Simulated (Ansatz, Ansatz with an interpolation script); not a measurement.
# G0W0 band structure of SrTiO3 (Tausonite), part 2 of 2

G0W0 gives levels on a mesh alone; what do the bands of SrTiO3 (Tausonite) look like between the points?

Ansatz 0.2.0; LDA, Wannier functions and G0W0, plane waves, PAW. Known limits of the many-body steps: not at the basis limit; no spin-orbit coupling; coarse k mesh.

So far. Step 3 (Wannier functions (O:2p Ti:3d) on 8×8×8): Near the gap the model misses directly solved bands by 0.1 meV r.m.s. and by 1 meV at most in the window tested. This tests the starting bands, not the corrections carried with them. Step 4 (G0W0 at every point of the mesh: 4×4×4 mesh, 273 empty …): The gap on the mesh goes from 1.77 eV to 3.46 eV, a correction of +1.70 eV.

## (5) Interpolating the corrections

A script adds the corrections, carried to the Wannier functions and back, to the LDA levels, along the path and on a 13×13×13 mesh.

| Property | Result |
| --- | --- |
| G0W0 gap over the zone | 3.464 eV |
| valence top at | R |
| conduction bottom at | Γ |
| starting gap over the zone | 1.769 eV |
| least direct G0W0 gap | 3.806 eV |
| G0W0 gap on the mesh | 3.464 eV |
| valence width, start | 4.733 eV |
| valence width, G0W0 | 4.795 eV |
| gap by a rigid shift | 3.464 eV |

Levels solved directly plus the interpolated quasiparticle correction. Limits: finite bands, cutoff and mesh; no spin-orbit coupling; coarse k mesh. The quasiparticle bands at the labelled points (eV, zero at the valence-band top of each set):

```csv
point,band 17,band 18,band 19,band 20,band 21
Γ,-1.25,-0.34,-0.34,-0.34,3.46
halfway,-1.71,-1.71,-0.59,-0.59,3.56
X,-2.35,-2.10,-0.75,-0.75,3.67
halfway,-2.00,-1.52,-1.35,-0.68,4.60
M,-1.84,-1.68,-1.68,-0.09,5.42
halfway,-1.78,-1.42,-1.05,-0.78,4.48
Γ,-1.25,-0.34,-0.34,-0.34,3.46
halfway,-2.88,-0.96,-0.96,-0.67,4.98
R,-3.71,0.00,0.00,0.00,6.09
halfway,-2.76,-0.99,-0.86,-0.56,5.10
X,-2.35,-2.10,-0.75,-0.75,3.67
jump to R,-3.71,0.00,0.00,0.00,6.09
halfway,-3.15,-0.72,-0.72,-0.05,5.70
M,-1.84,-1.68,-1.68,-0.09,5.42
```

The same for LDA:

```csv
point,band 17,band 18,band 19,band 20,band 21
Γ,-1.19,-0.34,-0.34,-0.34,1.77
X,-2.40,-2.03,-0.73,-0.73,1.94
M,-1.73,-1.58,-1.58,-0.09,3.76
Γ,-1.19,-0.34,-0.34,-0.34,1.77
R,-3.77,0.00,0.00,0.00,4.44
X,-2.40,-2.03,-0.73,-0.73,1.94
R,-3.77,0.00,0.00,0.00,4.44
M,-1.73,-1.58,-1.58,-0.09,3.76
```

Minima of the lowest conduction band, from levels solved directly at the displaced points, plus the interpolated correction; masses are left empty at degenerate points, on flat bands and where the interpolated correction rules the curvature; G0W0 masses are rough. Conduction valleys, by row:

```csv
point,k (reciprocal lattice),valleys in the zone,G0W0 level above the valence top (eV),LDA level above the valence top (eV),G0W0 principal masses (m_e),LDA principal masses (m_e)
Γ,0.000 0.000 0.000,1,3.464,1.769,-,-
```

Second differences of levels solved directly at the displaced points, plus the interpolated correction, at the quasiparticle band edges; no spin-orbit coupling; left empty where the band is flat or the interpolated correction rules the curvature. Effective masses, by row:

```csv
carrier,point,Cartesian direction,band,LDA mass (m_e),G0W0 mass (m_e)
hole,R,100,20,12.62,12.44
hole,R,100,19,0.799,0.759
hole,R,100,18,0.799,0.759
hole,R,010,20,12.62,12.44
hole,R,010,19,0.799,0.759
hole,R,010,18,0.799,0.759
hole,R,001,20,12.62,12.44
hole,R,001,19,0.799,0.759
hole,R,001,18,0.799,0.759
hole,R,110,20,2.881,2.896
hole,R,110,19,1.006,0.941
hole,R,110,18,0.794,0.755
hole,R,111,20,2.251,2.265
hole,R,111,19,0.926,0.872
hole,R,111,18,0.926,0.872
electron,Γ,100,21,6.127,5.14
electron,Γ,100,22,0.367,0.424
electron,Γ,100,23,0.367,0.424
electron,Γ,010,21,6.127,5.14
electron,Γ,010,22,0.367,0.424
electron,Γ,010,23,0.367,0.424
electron,Γ,001,21,6.127,5.14
electron,Γ,001,22,0.367,0.424
electron,Γ,001,23,0.367,0.424
electron,Γ,110,21,0.822,0.957
electron,Γ,110,22,0.598,0.663
electron,Γ,110,23,0.367,0.424
electron,Γ,111,21,0.638,0.753
electron,Γ,111,22,0.494,0.558
electron,Γ,111,23,0.494,0.558
```

Corrections by starting level (eV, on the run's own energy scale, so only their differences matter):

```csv
start,correction
-4.73,−0.22
-4.20,−0.12
-3.77,−0.23
-3.37,−0.25
-2.91,−0.23
-2.84,−0.43
-2.40,−0.25
-1.68,−0.32
-1.19,−0.36
-0.73,−0.32
-0.59,−0.30
0.00,−0.30
0.00,−0.30
1.77,+1.40
2.86,+1.34
3.43,+1.38
3.94,+1.38
4.43,+1.36
```

## (6) LDA+SOC bands, for comparison

Spin-orbit coupling can split or shift the edges; a non-collinear run measures by how much.

This step: DFT, LDA with spin-orbit coupling, plane waves, PAW; PAW set soft_1.

The input, input.yaml:

```yaml
crystal:
  lattice:
    - [3.90528, 0.0, 0.0]
    - [0.0, 3.90528, 0.0]
    - [0.0, 0.0, 3.90528]
  atoms:
    - { symbol: Sr, position: [0.5, 0.5, 0.5] }
    - { symbol: Ti, position: [0.0, 0.0, 0.0] }
    - { symbol: O, position: [0.5, 0.0, 0.0] }
    - { symbol: O, position: [0.0, 0.5, 0.0] }
    - { symbol: O, position: [0.0, 0.0, 0.5] }
kpoints:
  mp_grid: { grid: [4, 4, 4] }
  band_path:
    path:
      - [[0.0, 0.0, 0.0], [0.0, 0.5, 0.0], [0.5, 0.5, 0.0], [0.0, 0.0, 0.0], [0.5, 0.5, 0.5], [0.0, 0.5, 0.0]]
      - [[0.5, 0.5, 0.5], [0.5, 0.5, 0.0]]
    npoints: 10
hamiltonian:
  xc: lda
  pseudopotentials: { kind: paw_fr, azcp: { folder: soft_1 }, xc_functional: pbe }
scf:
  occupations: { method: fermi_dirac, width: 0.02 }
  n_extra_bands: 10
magnetization:
  noncollinear: true
  spin_orbit: true
output:
  eigenvalues: true
```

On the command line:

```bash
> ansatz run input.yaml --threads 3 --pin off --max-ram 92160MiB --backend cuda --events-out ev --progress --plain --runs-dir out --devices 1 --max-vram 13GiB
```

Numbers of over 12 decimals in the logs are rounded to 6 here.

What it wrote:

```text
[...]
GPUs: using 1 of 1 available (devices: 1).
[...]
non-collinear run that drives no moment, with spin-orbit: no starting moment large enough to seed its density (crystal.atoms[].spin), no starting occupations that ask for one, no magnetisation constraint and no magnetic field, so the semilocal B_xc is pinned to zero
[...]
GPU FFT provider: cuFFT
GPU libraries: cuBLAS 13.8.2, cuFFT 12.4.0, cuSOLVER 12.3.4
Crystal: 5 atoms, lattice volume = 59.560 Å³
Basis set: ecut = 420 eV, 1189 PW (Γ)
Bands: 50, of which v1, the nominal top of the filled ones, is band 40 counted from 1 (39 counted from 0)
Symmetry: 48 space group operations + 48 with time reversal
[...]
k-points: 10 of 64
Projection manifold: j_resolved (fully-relativistic pseudo-atomic orbitals)
[...]
GPU buffer pool allocated for 19683 grid points (all kernels)
[...]
SCF iter   1: F=—  HF=-7570.362784 eV  |F-HF|=—  |Δ(HF+E_count)|=         —  Δρ=5.23e-2  dr2=1.39e0  dr2_m=0.00e0 (ungated)  ethr=3.10e-3  |M|=0.00e0 ∫|m|=0.00e0 μB  |m|>n=0.0e0 m-floor=0.0e0 τ_xc=0.0e0  β_m=0.30  ⟨swp⟩=11.5  Hψ=1401  notcnv=0
[...]
spin=Noncollinear: Resta preconditioning applied to the charge; magnetization (m_x, m_y, m_z) channels mix plain (no charge-response kernel on spin).
SCF iter   2: F=—  HF=-7570.194047 eV  |F-HF|=—  |Δ(HF+E_count)|=   1.69e-1  Δρ=3.57e-2  dr2=7.05e-1  dr2_m=0.00e0 (ungated)  ethr=3.10e-3  |M|=0.00e0 ∫|m|=0.00e0 μB  |m|>n=0.0e0 m-floor=0.0e0 τ_xc=0.0e0  β_m=0.64  ⟨swp⟩=2.1  Hψ=325  notcnv=0  defer=34
[...]
SCF iter   8: F=-7570.040951 eV  HF=-7570.040951 eV  |F-HF|=2.82e-8  |Δ(HF+E_count)|=   1.97e-7  Δρ=1.32e-5  dr2=9.81e-8  dr2_m=0.00e0 (ungated)  ethr=2.50e-10  |M|=0.00e0 ∫|m|=0.00e0 μB  |m|>n=0.0e0 m-floor=0.0e0 τ_xc=0.0e0  ⟨swp⟩=11.4  Hψ=1154  notcnv=0
SCF 1 converged in 8 iterations: F = -7570.040951 eV  dr2 = 9.81e-8
[...]
SCF converged after 8 iterations
Magnetization: |M| = 0.0000 μB,  M = (+0.0000, +0.0000, +0.0000) μB
Absolute magnetization: 0.0000 μB (∫|m|)
  site 0: m = (+0.0000, +0.0000, +0.0000) μB, |m| = 0.0000 μB  (R = 1.14 Å)
  site 1: m = (+0.0000, +0.0000, +0.0000) μB, |m| = 0.0000 μB  (R = 0.81 Å)
  site 2: m = (+0.0000, +0.0000, +0.0000) μB, |m| = 0.0000 μB  (R = 0.81 Å)
  site 3: m = (+0.0000, +0.0000, +0.0000) μB, |m| = 0.0000 μB  (R = 0.81 Å)
  site 4: m = (+0.0000, +0.0000, +0.0000) μB, |m| = 0.0000 μB  (R = 0.81 Å)
Free energy (F): -7570.040951 eV
[...]
Internal energy: -7570.040951 eV  (E = F + TS)
E sigma→0 (E₀):  -7570.040951 eV
Fermi energy:    10.460822 eV
[...]
--- Band table (eV; the first three rows and the last of 10) ---
  k-point 0: bands = [... 36 lower, 9.2554, 9.2554, 9.2554, 9.2554, 11.3350, 11.3350, 11.3350, 11.3350, ... 6 higher]
  k-point 1: bands = [... 36 lower, 8.9654, 8.9654, 9.0062, 9.0062, 11.4281, 11.4281, 12.4274, 12.4274, ... 6 higher]
  k-point 2: bands = [... 36 lower, 8.8316, 8.8316, 8.8690, 8.8690, 11.5163, 11.5163, 13.3111, 13.3111, ... 6 higher]
  k-point 9: bands = [... 36 lower, 9.5823, 9.5823, 9.5823, 9.5823, 14.0022, 14.0022, 14.0022, 14.0022, ... 6 higher]
```

Elapsed: 9.8 s, on 1 × NVIDIA H100 80GB HBM3 (shared by 6 runs) with 3 threads of AMD EPYC 7R13 (Zen 3), shared host; peak memory 1 GiB.

This step gave:

* filled bands: 40
* gap: 1.753 eV
* valence top at: R
* conduction bottom at: Γ
* least direct gap: 2.080 eV

The gap stands −0.02 eV against LDA.

## (7) Summary of results

```yaml
lda_gap: 1.77 eV
g0w0_gap_over_the_zone: 3.46 eV, indirect
least_direct_g0w0_gap_in_the_model: 3.81 eV
with_the_spin_orbit_change: 3.45 eV
gw_settings: 4×4×4 mesh, 273 empty bands, screening to 160 eV, PAW set soft_1 files
known_limits: not at the basis limit; no spin-orbit coupling; coarse k mesh
```

**Reading.** The Wannier model follows the LDA bands to under 1 meV r.m.s. near the gap. The G0W0 gap over the zone is 3.46 eV, indirect, from R to Γ; on the mesh alone it is 3.46 eV, nearly the same. The valence width in the model goes from 4.73 eV to 4.80 eV. At the band edge the lightest electron mass is 0.37 m_e at the start and 0.42 m_e in G0W0; the G0W0 masses rest on corrections from the 4×4×4 mesh alone and are rough. LDA+SOC gives a gap of 1.75 eV on the same path, a spin-orbit change of −0.02 eV that would bring the G0W0 gap to 3.45 eV. Against experiment, by G0W0@LDA with the spin-orbit change: the direct gap of 3.77 eV lies +0.005 eV from the measured 3.77 eV (direct, 300 K, 2013). An exciton line or allowed optical edge lies below the quasiparticle gap by the binding energy; a forbidden edge can push the onset above it. The calculation has static nuclei and no excitons; a measured gap holds zero-point and thermal motion, which mostly lowers it. Bands and cutoff are finite, so the gap is not at the basis limit. The miss can reach some tenths of an eV and take either sign; the mesh is an error of its own. Above the frozen window of the model the interpolated levels need not meet the computed ones, even at points of the mesh. The 4×4×4 mesh is coarse for this cell (its supercell is 16 Å along the shortest edge). The RPA ε∞ on it, from the LDA start, is 6.82; such meshes misread the long-range screening, most where the gap is narrow. This is the ideal cubic cell; many perovskites, halides above all, are cubic only on average, and local tilts or off-centring can widen the gap.

[Paths, hosts, dates, memory and timing lines, banners, echoed tables and standing remarks are left out of the program output.]

[Logs are printed without paths, hosts, clocks, repeated set-up lines and the standing remarks that a program may print on its own settings, such as how far it seeks lower states.]

[Runs of the session that timed out or met a known fault of the program may be left out.]

[Hosts, paths, dates, database ids (printed as entryN), source tags and the programs' standing remarks are cut or masked in the printed files.]
